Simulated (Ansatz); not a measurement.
# Lattice dynamics of (SrO)2(KF)2 [001] superlattice, started as rocksalt type

Task: relax (SrO)2(KF)2 [001] superlattice, started as rocksalt type, then find its harmonic phonons.

Main program and level: Ansatz 0.2.0; DFT LDA, scalar-relativistic, plane waves, PAW.

The structure was built from a prototype and need not be the compound's stable phase.

### 1. Set-up

The structure is tetragonal, space group P4/nmm (No. 129). The conventional cell has a = 3.716 Å, b = 3.716 Å, c = 10.510 Å, α = 90.00°, β = 90.00°, γ = 90.00°. Nearest to F lie 5 K at 2.63 Å and 1 Sr at 2.63 Å. Nearest to K lie 5 F at 2.63 Å and 1 O at 2.63 Å. Nearest to O lie 1 K at 2.63 Å and 5 Sr at 2.63 Å. Sr has 1 F at 2.63 Å and 5 O at 2.63 Å nearest. Farther neighbours and most contacts between anions are not listed.

As a file:

```cif
data_structure
_symmetry_space_group_name_H-M 'P 1'
_symmetry_Int_Tables_number 1
_cell_length_a 3.7158
_cell_length_b 3.7158
_cell_length_c 10.5100
_cell_angle_alpha 90.000
_cell_angle_beta 90.000
_cell_angle_gamma 90.000
_cell_volume 145.12
loop_
_atom_site_label
_atom_site_type_symbol
_atom_site_fract_x
_atom_site_fract_y
_atom_site_fract_z
_atom_site_occupancy
F1 F 0.50000 0.50000 0.50000 1
F2 F 0.00000 0.00000 0.75000 1
K3 K 0.00000 0.00000 0.50000 1
K4 K 0.50000 0.50000 0.75000 1
O5 O 0.50000 0.50000 0.00000 1
O6 O 0.00000 0.00000 0.25000 1
Sr7 Sr 0.00000 0.00000 0.00000 1
Sr8 Sr 0.50000 0.50000 0.25000 1
```

### 2. Bringing the structure to rest

The cell and atoms are relaxed, since residual forces and stress would shift the frequencies.

input.yaml

```yaml
crystal:
  lattice:
    - [2.6275, 2.6275, 0.0]
    - [-2.6275, 2.6275, 0.0]
    - [0.0, 0.0, 10.51]
  atoms:
    - { symbol: F, position: [0.5, 0.5, 0.5] }
    - { symbol: F, position: [1.0, 0.0, 0.75] }
    - { symbol: K, position: [0.0, 0.0, 0.5] }
    - { symbol: K, position: [0.5, 0.5, 0.75] }
    - { symbol: O, position: [0.5, 0.5, 0.0] }
    - { symbol: O, position: [1.0, 0.0, 0.25] }
    - { symbol: Sr, position: [0.0, 0.0, 0.0] }
    - { symbol: Sr, position: [0.5, 0.5, 0.25] }
kpoints:
  mp_grid: { grid: [6, 6, 2] }
hamiltonian:
  xc: lda
scf:
  occupations: { method: gaussian, width: 0.02 }
output:
  forces: true
  stress: true
  eigenvalues: true
  write_density: true
  write_potential: true
  elf: true
  volumetric_format: npy
relax:
  adjacent_minimum: "off"
  f_tol: 0.005
  max_steps: 80
  cell: { stress_tol: 0.05 }
```

The run is started by

```sh
> ansatz run input.yaml --threads 8 --pin off --max-ram 14336MiB --backend cpu --events-out ev --progress --plain --runs-dir out
```

Numbers of over 12 decimals in the logs are rounded to 6 here.

What it wrote:

```text
Engine: ansatz 0.2.0, aarch64-unknown-linux-gnu
Pseudopotentials: kind: paw
Pseudopotential: F, paw, valence charge 7, recommended cutoff 420 eV (normal), F.paw.azcp
Pseudopotential: K, paw, valence charge 9, recommended cutoff 420 eV (normal), K.paw.azcp
Pseudopotential: O, paw, valence charge 6, recommended cutoff 420 eV (normal), O.paw.azcp
Pseudopotential: Sr, paw, valence charge 10, recommended cutoff 420 eV (normal), Sr.paw.azcp
Functional definition: SPW92
  exchange = slater_x
  correlation = pw_c
Crystal: 8 atoms, lattice volume = 145.117 Å³
Basis set: ecut = 420 eV, 2875 PW (Γ)
Bands: 40, of which v1, the nominal top of the filled ones, is band 32 counted from 1 (31 counted from 0)
Symmetry: 16 space group operations
Space group: P4/nmm (ITA 129), of the structure as read, at distance tolerance 5.3e-5 Å
k-points: 20 of 72
Non-local potential: F, projectors of the file, l = 0: 2, l = 1: 2, l = 2: 1
Non-local potential: K, projectors of the file, l = 0: 3, l = 1: 2, l = 2: 2
Non-local potential: O, projectors of the file, l = 0: 2, l = 1: 2, l = 2: 1
Non-local potential: Sr, projectors of the file, l = 0: 3, l = 1: 2, l = 2: 2
PAW form: soft (Blöchl's): semilocal exchange-correlation on the pseudo side does not see the compensation charge
PAW frozen core: F, regenerated for the run's functional, and the local potential with it (the file was generated under x = pbe(κ = 0.804, μ = 0.219515), c = pbe(β = 0.066725))
PAW frozen core: K, regenerated for the run's functional, and the local potential with it (the file was generated under x = pbe(κ = 0.804, μ = 0.219515), c = pbe(β = 0.066725))
PAW frozen core: O, regenerated for the run's functional, and the local potential with it (the file was generated under x = pbe(κ = 0.804, μ = 0.219515), c = pbe(β = 0.066725))
PAW frozen core: Sr, regenerated for the run's functional, and the local potential with it (the file was generated under x = pbe(κ = 0.804, μ = 0.219515), c = pbe(β = 0.066725))
PAW one-centre angular grid: F, 110 points (default); XC on 64 Gauss nodes
PAW one-centre angular grid: K, 110 points (default); XC on 64 Gauss nodes
PAW one-centre angular grid: O, 110 points (default); XC on 64 Gauss nodes
PAW one-centre angular grid: Sr, 110 points (default); XC on 64 Gauss nodes
Initial density: superposition of atomic densities (neutral atoms: chi_scale 0, normalization atom), corrected by the library's trained network
Initial wavefunctions: pseudopotential atomic-orbital guess
Functional: x = slater, c = lda
SCF iter   1: F=—  HF=-12590.734017 eV  |F-HF|=—  |Δ(HF+E_count)|=         —  Δρ=1.66e-2  dr2=3.59e-1  ethr=1.77e-3  ⟨swp⟩=10.4  Hψ=4527  notcnv=0
preconditioner: auto → Resta (q_TF=auto, 2.380 Å⁻¹)  ε∞=3.4  [insulator: Δε(μ)=2.925 eV  Ē_g=14.986 eV  σ=0.020 eV  W_gap=1.00  n_scr=26 (ndim 8)  ℏωp=23.1 eV  f_vac=0.049  D(μ)=0.00/eV (n_scr^D=0)  ε∞_Penn≈3.4]
SCF iter   2: F=—  HF=-12590.658678 eV  |F-HF|=—  |Δ(HF+E_count)|=   7.53e-2  Δρ=7.81e-3  dr2=4.75e-2  ethr=5.61e-4  ⟨swp⟩=2.6  Hψ=1673  notcnv=0  defer=50
SCF iter   3: F=—  HF=-12590.647564 eV  |F-HF|=—  |Δ(HF+E_count)|=   1.11e-2  Δρ=2.38e-3  dr2=5.30e-3  ethr=7.42e-5  ⟨swp⟩=2.6  Hψ=1304  notcnv=0  defer=51
SCF iter   4: F=—  HF=-12590.646346 eV  |F-HF|=—  |Δ(HF+E_count)|=   1.22e-3  Δρ=1.19e-3  dr2=1.55e-3  ethr=8.29e-6  ⟨swp⟩=3.0  Hψ=1432  notcnv=0  defer=51
SCF iter   5: F=—  HF=-12590.645981 eV  |F-HF|=—  |Δ(HF+E_count)|=   3.65e-4  Δρ=1.89e-4  dr2=4.21e-5  ethr=2.42e-6  ⟨swp⟩=2.0  Hψ=1309  notcnv=0  defer=51
SCF iter   6: F=—  HF=-12590.645998 eV  |F-HF|=—  |Δ(HF+E_count)|=   1.71e-5  Δρ=4.72e-5  dr2=2.02e-6  ethr=6.58e-8  ⟨swp⟩=2.1  Hψ=1431  notcnv=0  defer=51
SCF iter   7: F=-12590.645999 eV  HF=-12590.645999 eV  |F-HF|=2.84e-8  |Δ(HF+E_count)|=   1.12e-6  Δρ=7.32e-6  dr2=6.95e-8  ethr=1.56e-10  ⟨swp⟩=14.4  Hψ=6840  notcnv=0
SCF 1 converged in 7 iterations: F = -12590.645999 eV  dr2 = 6.95e-8
  greatest PAW one-centre occupation: 0.987 electrons in one spin orbital (limit 2), on the Sr atom at site 7 (counted from 0), in its partial waves of l = 0
relax step   1: F+E_penalty+E_count = -12590.64599928 eV  Δ(F+E_penalty+E_count) = +0.000e0 eV  max|allowed force component| = 5.416e-1 eV/Å  Δτ_max = 0.0000 Å  P = -5.688 GPa  Ω = 145.117 Å³  (7 SCF iters, dr2 threshold 1.00e-7 eV, accepted)
Crystal: 8 atoms, lattice volume = 126.207 Å³
Basis set: ecut = 420 eV, 2445 PW (Γ)
Initial density: handed on by an earlier stage of this run
Initial wavefunctions: those handed on with the density
iter 1 solved again at ethr=1.52e-3 eV; its pass at ethr=3.10e-3 eV (dr2=9.70e-1 eV) is discarded
SCF iter   1: F=—  HF=-12591.196167 eV  |F-HF|=—  |Δ(HF+E_count)|=         —  Δρ=2.43e-2  dr2=9.73e-1  ethr=1.52e-3  ⟨swp⟩=1.2  Hψ=4879  notcnv=0
preconditioner: auto → Resta (q_TF=auto, 2.436 Å⁻¹)  ε∞=3.5  [insulator: Δε(μ)=3.562 eV  Ē_g=15.530 eV  σ=0.020 eV  W_gap=1.00  n_scr=26 (ndim 8)  ℏωp=24.7 eV  f_vac=0.018  D(μ)=0.00/eV (n_scr^D=0)  ε∞_Penn≈3.5]
SCF iter   2: F=—  HF=-12590.938796 eV  |F-HF|=—  |Δ(HF+E_count)|=   2.57e-1  Δρ=1.15e-2  dr2=1.82e-1  ethr=1.52e-3  ⟨swp⟩=3.0  Hψ=1363  notcnv=0  defer=2
SCF iter   3: F=—  HF=-12590.884015 eV  |F-HF|=—  |Δ(HF+E_count)|=   5.48e-2  Δρ=4.60e-3  dr2=5.01e-2  ethr=2.84e-4  ⟨swp⟩=3.0  Hψ=1416  notcnv=0  defer=52
SCF iter   4: F=—  HF=-12590.867759 eV  |F-HF|=—  |Δ(HF+E_count)|=   1.63e-2  Δρ=1.90e-3  dr2=5.10e-3  ethr=7.83e-5  ⟨swp⟩=3.5  Hψ=1327  notcnv=0  defer=52
SCF iter   5: F=—  HF=-12590.866314 eV  |F-HF|=—  |Δ(HF+E_count)|=   1.45e-3  Δρ=1.55e-3  dr2=2.75e-3  ethr=7.97e-6  ⟨swp⟩=3.0  Hψ=1613  notcnv=0  defer=50
SCF iter   6: F=—  HF=-12590.865576 eV  |F-HF|=—  |Δ(HF+E_count)|=   7.38e-4  Δρ=2.95e-4  dr2=9.93e-5  ethr=4.30e-6  ⟨swp⟩=2.0  Hψ=1137  notcnv=0  defer=50
SCF iter   7: F=—  HF=-12590.865555 eV  |F-HF|=—  |Δ(HF+E_count)|=   2.10e-5  Δρ=5.99e-5  dr2=5.90e-6  ethr=1.55e-7  ⟨swp⟩=2.1  Hψ=1234  notcnv=0  defer=50
SCF iter   8: F=-12590.865554 eV  HF=-12590.865554 eV  |F-HF|=7.49e-9  |Δ(HF+E_count)|=   1.01e-6  Δρ=1.64e-5  dr2=3.30e-7  ethr=1.25e-9  ⟨swp⟩=18.4  Hψ=7506  notcnv=0
SCF 2 converged in 8 iterations: F = -12590.865554 eV  dr2 = 3.30e-7
relax step   2: F+E_penalty+E_count = -12590.86555360 eV  Δ(F+E_penalty+E_count) = -2.196e-1 eV  max|allowed force component| = 5.490e-1 eV/Å  Δτ_max = 0.1349 Å  P = +5.258 GPa  Ω = 126.207 Å³  energy of the carried Pulay correction = +5.959e-2 eV  (8 SCF iters, dr2 threshold 8.00e-7 eV, accepted)
Crystal: 8 atoms, lattice volume = 134.762 Å³
Basis set: ecut = 420 eV, 2603 PW (Γ)
[...]
SCF iter   8: F=-12590.982704 eV  HF=-12590.982704 eV  |F-HF|=4.47e-9  |Δ(HF+E_count)|=   3.61e-7  Δρ=7.12e-6  dr2=5.51e-8  ethr=1.25e-9  ⟨swp⟩=16.8  Hψ=6932  notcnv=0
SCF 3 converged in 8 iterations: F = -12590.982704 eV  dr2 = 5.51e-8
relax step   3: F+E_penalty+E_count = -12590.98270359 eV  Δ(F+E_penalty+E_count) = -1.171e-1 eV  max|allowed force component| = 2.201e-1 eV/Å  Δτ_max = 0.0568 Å  P = -0.908 GPa  Ω = 134.762 Å³  energy of the carried Pulay correction = +3.163e-2 eV  (8 SCF iters, dr2 threshold 8.00e-7 eV, accepted)
[...]
relax step   4: F+E_penalty+E_count = -12590.97323890 eV  Δ(F+E_penalty+E_count) = +9.465e-3 eV  max|allowed force component| = 3.957e-1 eV/Å  Δτ_max = 0.0449 Å  P = -0.049 GPa  Ω = 133.541 Å³  energy of the carried Pulay correction = +3.552e-2 eV  (8 SCF iters, dr2 threshold 8.00e-7 eV, rejected (line search))
[...]
relax step   5: F+E_penalty+E_count = -12590.99617222 eV  Δ(F+E_penalty+E_count) = -1.347e-2 eV  max|allowed force component| = 1.773e-2 eV/Å  Δτ_max = 0.0184 Å  P = +0.076 GPa  Ω = 133.297 Å³  energy of the carried Pulay correction = +3.630e-2 eV  (10 SCF iters, accepted)
[...]
relax step   6: F+E_penalty+E_count = -12590.99574708 eV  Δ(F+E_penalty+E_count) = +4.251e-4 eV  max|allowed force component| = 7.044e-3 eV/Å  Δτ_max = 0.0030 Å  P = +0.001 GPa  Ω = 133.467 Å³  energy of the carried Pulay correction = +3.575e-2 eV  (7 SCF iters, dr2 threshold 4.60e-8 eV, accepted)
[...]
relax step   7: F+E_penalty+E_count = -12590.99570119 eV  Δ(F+E_penalty+E_count) = +4.589e-5 eV  max|allowed force component| = 1.123e-3 eV/Å  Δτ_max = 0.0016 Å  P = -0.000 GPa  Ω = 133.491 Å³  energy of the carried Pulay correction = +3.568e-2 eV  (7 SCF iters, dr2 threshold 3.10e-9 eV, accepted)
[...]
relax step   8: F+E_penalty+E_count = -12590.97246353 eV  Δ(F+E_penalty+E_count) = +2.324e-2 eV  max|allowed force component| = 1.177e-3 eV/Å  Δτ_max = 0.0000 Å  P = -0.320 GPa  Ω = 133.491 Å³  stress off target by 3.34e-1 GPa  SCF on the basis re-selected at this cell (its energy is not comparable with the rows above)  (7 SCF iters)
[...]
relax step   9: F+E_penalty+E_count = -12590.97503666 eV  Δ(F+E_penalty+E_count) = -2.573e-3 eV  max|allowed force component| = 3.510e-3 eV/Å  Δτ_max = 0.0016 Å  P = +0.012 GPa  Ω = 132.873 Å³  energy of the carried Pulay correction = +1.974e-3 eV  (6 SCF iters, dr2 threshold 2.79e-7 eV, accepted)
iter 1 solved again at ethr=4.97e-7 eV; its pass at ethr=3.10e-3 eV (dr2=3.18e-4 eV) is discarded
SCF iter   1: F=—  HF=-12590.973536 eV  |F-HF|=—  |Δ(HF+E_count)|=         —  Δρ=3.48e-5  dr2=2.71e-7  ethr=4.97e-7  ⟨swp⟩=3.5  Hψ=6636  notcnv=0
eigensolver tolerance schedule: the retry pair's looser diagonalisation over-reported the residual by 1173.69 of it (diagonalisation noise at 0.23 of the residual, at the tolerance the schedule requests for it); recorded, not acted on — ethr = c·dr2/N_el stays at c = 1.0e-1
preconditioner: auto → Resta (q_TF=auto, 2.416 Å⁻¹)  ε∞=3.4  [insulator: Δε(μ)=3.381 eV  Ē_g=15.435 eV  σ=0.020 eV  W_gap=1.00  n_scr=26 (ndim 8)  ℏωp=24.1 eV  f_vac=0.032  D(μ)=0.00/eV (n_scr^D=0)  ε∞_Penn≈3.4]
SCF iter   2: F=—  HF=-12590.973533 eV  |F-HF|=—  |Δ(HF+E_count)|=   2.94e-6  Δρ=1.61e-5  dr2=9.96e-8  ethr=4.23e-10  ⟨swp⟩=3.3  Hψ=1685  notcnv=0
SCF iter   3: F=—  HF=-12590.973533 eV  |F-HF|=—  |Δ(HF+E_count)|=   3.41e-9  Δρ=7.22e-6  dr2=1.99e-8  ethr=1.56e-10  ⟨swp⟩=2.0  Hψ=1034  notcnv=0
SCF iter   4: F=—  HF=-12590.973533 eV  |F-HF|=—  |Δ(HF+E_count)|=   1.80e-9  Δρ=1.41e-6  dr2=2.54e-9  ethr=3.11e-11  ⟨swp⟩=2.0  Hψ=1318  notcnv=0
SCF iter   5: F=—  HF=-12590.973533 eV  |F-HF|=—  |Δ(HF+E_count)|=  4.37e-10  Δρ=5.59e-7  dr2=6.01e-10  ethr=3.97e-12  ⟨swp⟩=2.0  Hψ=1067  notcnv=0
SCF iter   6: F=-12590.973533 eV  HF=-12590.973533 eV  |F-HF|=4.37e-11  |Δ(HF+E_count)|=  1.00e-10  Δρ=2.43e-7  dr2=6.15e-11  ethr=1.00e-12  ⟨swp⟩=5.2  Hψ=4446  notcnv=0
SCF 10 converged in 6 iterations: F = -12590.973533 eV  dr2 = 6.15e-11
relax step  10: F+E_penalty+E_count = -12590.97353294 eV  Δ(F+E_penalty+E_count) = +1.504e-3 eV  max|allowed force component| = 3.583e-3 eV/Å  Δτ_max = 0.0000 Å  P = -0.003 GPa  Ω = 132.873 Å³  stress off target by 5.90e-3 GPa  SCF on the basis re-selected at this cell (its energy is not comparable with the rows above)  (6 SCF iters)
basis re-selected at this cell: Δ(F+E_penalty+E_count) = +1.504e-3 eV, ΔP = -0.015 GPa vs the last step (what re-selecting the basis moved, of the pressure what is left beyond the Pulay correction that the steps carried, after the strain that the cell walked since its last selection, with what the two solves' SCF thresholds leave and, on support functions, any second-order correction that the steps lacked; it is no m [...]
SCF converged after 6 iterations
Free energy (F): -12590.973533 eV
Harris-Foulkes:  -12590.973533 eV  (|F-HF|=4.37e-11)
Internal energy: -12590.973533 eV  (E = F + TS)
E sigma→0 (E₀):  -12590.973533 eV
Fermi energy:    8.358646 eV
--- Per-component energies (eV) ---
  E_band       = -336.086136
  E_kinetic    = 1767.834348
  E_local      = -3803.699977  (includes V_loc(G=0)·N_el)
  E_nonlocal   = 694.998603
  E_hartree    = 1204.025994
  E_xc         = -917.377092
  E_vxc        = -1048.575701  (∫ρ·V_xc dr)
  E_paw        = -7348.234336  (= ΣΔE_a)
  E_vpaw       = -354.704427  (= ΣTr[D̂ρ^β])
  E_aug_tail   = 0.008965  (compensation charges beyond the density's cutoff)
  E_ewald      = -4190.053655
  E_core_change = 1.523617  (= ΣΔE_core)
  E_smearing   = -0.000000  (= −TS)
  E_closure    = -0.000000  (closes the sum)
  Σ components = -12590.973533   (vs F -12590.973533, Δ=0.00e0)
--- Forces (eV/Å), atoms counted from 1 ---
  atom   1  F     -0.00000000    -0.00000000     0.00358349
  atom   2  F     -0.00000000    -0.00000000    -0.00358349
  atom   3  K     -0.00000000    -0.00000000     0.00267716
  atom   4  K     -0.00000000    -0.00000000    -0.00267716
  atom   5  O     -0.00000000    -0.00000000    -0.00171655
  atom   6  O     -0.00000000    -0.00000000     0.00171655
  atom   7  Sr    -0.00000000     0.00000000     0.00250818
  atom   8  Sr    -0.00000000     0.00000000    -0.00250818
  max |Σ_I F_I| component: 8.67e-19 eV/Å
--- Stress (GPa, compression-positive) ---
       -0.005902      -0.000000       0.000000
       -0.000000      -0.005902       0.000000
        0.000000       0.000000       0.001825
  P = ⅓ Tr σ = -0.0033 GPa (-0.033 kbar)
--- Band table (eV; the first three rows and the last of 20) ---
  k-point 0: bands = [... 28 lower, 6.6011, 6.6011, 6.6680, 6.6680, 10.0492, 10.1336, 11.4599, 11.9350, ... 4 higher]
  k-point 1: bands = [... 28 lower, 6.6015, 6.6015, 6.6664, 6.6664, 10.1755, 10.6038, 11.0976, 11.1471, ... 4 higher]
  k-point 2: bands = [... 28 lower, 6.1299, 6.2456, 6.3208, 6.3546, 10.6456, 10.8589, 12.0119, 12.2889, ... 4 higher]
  k-point 19: bands = [... 28 lower, 6.2985, 6.2985, 6.5283, 6.5283, 10.7165, 10.7165, 11.5604, 11.5604, ... 4 higher]
--- Relaxed structure (8 steps of the walk, 7 accepted, 2 SCFs on fresh bases) ---
  F+E_penalty+E_count = -12590.97353294 eV   max|allowed force component| = 3.583e-3 eV/Å   (the final SCF, on the basis selected at the relaxed cell)
  cell:  # Å, volume = 132.8725 Å³
    - [2.538949, 2.538949, 0.0]
    - [-2.538949, 2.538949, 0.0]
    - [0.0, 0.0, 10.306167]
  atoms:
    - { symbol: F, position: [0.500000, 0.500000, 0.493299] }
    - { symbol: F, position: [1.000000, 0.0, 0.756701] }
    - { symbol: K, position: [0, 0, 0.499954] }
    - { symbol: K, position: [0.500000, 0.500000, 0.750046] }
    - { symbol: O, position: [0.500000, 0.500000, 0.00818037] }
    - { symbol: O, position: [1.000000, 0.0, 0.241820] }
    - { symbol: Sr, position: [0, 0, 0.00360416] }
    - { symbol: Sr, position: [0.500000, 0.500000, 0.246396] }
```

Run time: 13 s. Hardware: 8 threads of Arm Neoverse V2, shared host; peak memory 0.61 GiB.

Relaxation path:

```csv
step,energy less that of the first step (eV),largest force component (eV/Å),pressure (GPa),volume (Å³)
1,0.0000,0.5416,-5.69,145.12
2,-0.2196,0.5490,5.26,126.21
3,-0.3367,0.2201,-0.91,134.76
4,-0.3272,0.3957,-0.05,133.54
5,-0.3502,0.0177,0.08,133.30
6,-0.3497,0.0070,0.00,133.47
7,-0.3497,0.0011,0.00,133.49
8*,-0.3265,0.0012,-0.32,133.49
9,-0.3290,0.0035,0.01,132.87
10*,-0.3275,0.0036,0.00,132.87
```

Relaxation steps marked * repeat the geometry before them on a plane-wave basis chosen anew for their cell, so energy and pressure can jump there. Relaxation step 4 was tried and not accepted.

Forces are held to the 16 operations that the run works with; a distortion that breaks them can't arise in this run.

```csv
"conventional cell, symmetrised",before,after,change
a (Å),3.716,3.591,-3.4 %
b (Å),3.716,3.591,-3.4 %
c (Å),10.510,10.306,-1.9 %
volume (Å³/atom),18.14,16.61,-8.4 %
```

The atoms that moved most (Å, as changes of fractional coordinates times the final cell):

```csv
atom,dx,dy,dz,length
O6,0.000,0.000,-0.084,0.084
O5,0.000,0.000,0.084,0.084
F2,0.000,0.000,0.069,0.069
F1,0.000,0.000,-0.069,0.069
Sr8,0.000,0.000,-0.037,0.037
Sr7,0.000,0.000,0.037,0.037
```

A gap read on the k-mesh alone can miss the band edges.

This step gave:

| Property | Result |
| --- | --- |
| pressure | -0.003326 GPa |
| gap on the k-mesh | 3.381 eV |
| volume per atom | 16.61 Å³ |
| direct gap on mesh | 3.381 eV |

Electrostatic potential energy in the ac plane at fractional y = 0.000, with atoms of F and K and O and Sr within 0.2 Å of it. With pseudopotentials it is smooth inside the atoms' cores, unlike the true potential.

Ten even steps from '_' (-65 eV) to '@' (12 eV), each cell a mean:
```
____::**%%@@@@@@@@@@%%++..__
==++##%%@@@@@@@@@@@@@@%%##++
%%@@@@@@@@@@@@@@@@@@@@@@@@%%
@@@@@@@@@@@@@@@@@@@@@@@@@@@@
++**%%@@@@@@@@@@@@@@@@@@##**
----**@@@@@@@@@@@@@@@@%%++--
==++##@@@@@@@@@@@@@@@@@@##++
@@@@@@@@@@@@@@@@@@@@@@@@@@@@
@@@@@@@@@@@@@@@@@@@@@@@@@@@@
%%%%%%@@@@@@@@@@@@@@@@@@%%%%
==++**%%@@@@@@@@@@@@@@##**++
::--==##%%@@@@@@@@@@%%**==--
----++##@@@@@@@@@@@@%%**==--
****##%%@@@@@@@@@@@@@@%%##**
@@@@@@@@@@@@@@@@@@@@@@@@@@@@
@@@@@@@@@@@@@@@@@@@@@@@@@@@@
##%%@@@@@@@@@@@@@@@@@@@@@@##
::==**@@@@@@@@@@@@@@@@@@**--
--==**@@@@@@@@@@@@@@@@@@**==
##%%@@@@@@@@@@@@@@@@@@@@@@%%
@@@@@@@@@@@@@@@@@@@@@@@@@@@@
####%%@@@@@@@@@@@@@@@@%%%%##
__..==##%%@@@@@@@@@@%%**--..
______++%%@@@@@@@@@@##==____
```
Columns run along a (3.6 Å; values clipped at the 3rd and 97th percentile), rows up along c (10.3 Å). Atoms in or near the plane, at fractional coordinates: F at (0.00, 0.76), K at (0.00, 0.50), O at (0.00, 0.24), Sr at (0.00, 0.00).

Valence density in the ac plane at fractional y = 0.000, with atoms of F and K and O and Sr within 0.2 Å of it. It is the smooth field of the valence electrons, not physical close to the nuclei.

Values in e/Å³, 24 rows by 14 columns, each cell a mean:
```
 2  3  2  1  0  0  0  0  0  0  0  1  2  3
 1  1  1  0  0  0  0  0  0  0  0  0  1  1
 0  0  0  0  0  0  0  0  0  0  0  0  0  0
 1  0  0  0  0  0  0  0  0  0  0  0  0  0
 4  3  1  0  0  0  0  0  0  0  0  1  2  3
12  8  3  1  0  0  0  0  0  0  0  1  4  9
 6  4  2  0  0  0  0  0  0  0  0  1  2  5
 1  1  0  0  0  0  0  0  0  0  0  0  0  1
 0  0  0  0  0  0  0  0  0  0  0  0  0  0
 1  0  0  0  0  0  0  0  0  0  0  0  0  1
 3  2  1  1  0  0  0  0  0  0  0  1  2  2
 4  4  3  1  0  0  0  0  0  0  0  1  3  4
 4  3  2  1  0  0  0  0  0  0  0  1  3  4
 2  1  1  0  0  0  0  0  0  0  0  0  1  1
 0  0  0  0  0  0  0  0  0  0  0  0  0  0
 0  0  0  0  0  0  0  0  0  0  0  0  0  0
 2  1  1  0  0  0  0  0  0  0  0  0  1  2
 6  5  2  1  0  0  0  0  0  0  0  1  3  5
 6  5  2  1  0  0  0  0  0  0  0  1  3  5
 2  1  1  0  0  0  0  0  0  0  0  0  1  1
 0  0  0  0  0  0  0  0  0  0  0  0  0  0
 1  1  0  0  0  0  0  0  0  0  0  0  1  1
 2  2  2  1  0  0  0  0  0  0  0  1  2  2
 2  2  2  1  0  0  0  0  0  0  1  2  3  2
```
Columns run along a (3.6 Å), rows up along c (10.3 Å). Atoms in or near the plane, at fractional coordinates: F at (0.00, 0.76), K at (0.00, 0.50), O at (0.00, 0.24), Sr at (0.00, 0.00).

[end of part 1 of 3]

[Logs are printed without paths, hosts, clocks, repeated set-up lines and the standing remarks that a program may print on its own settings, such as how far it seeks lower states.]

[Hosts, paths, dates, database ids (printed as entryN), source tags and the programs' standing remarks are cut or masked in the printed files.]
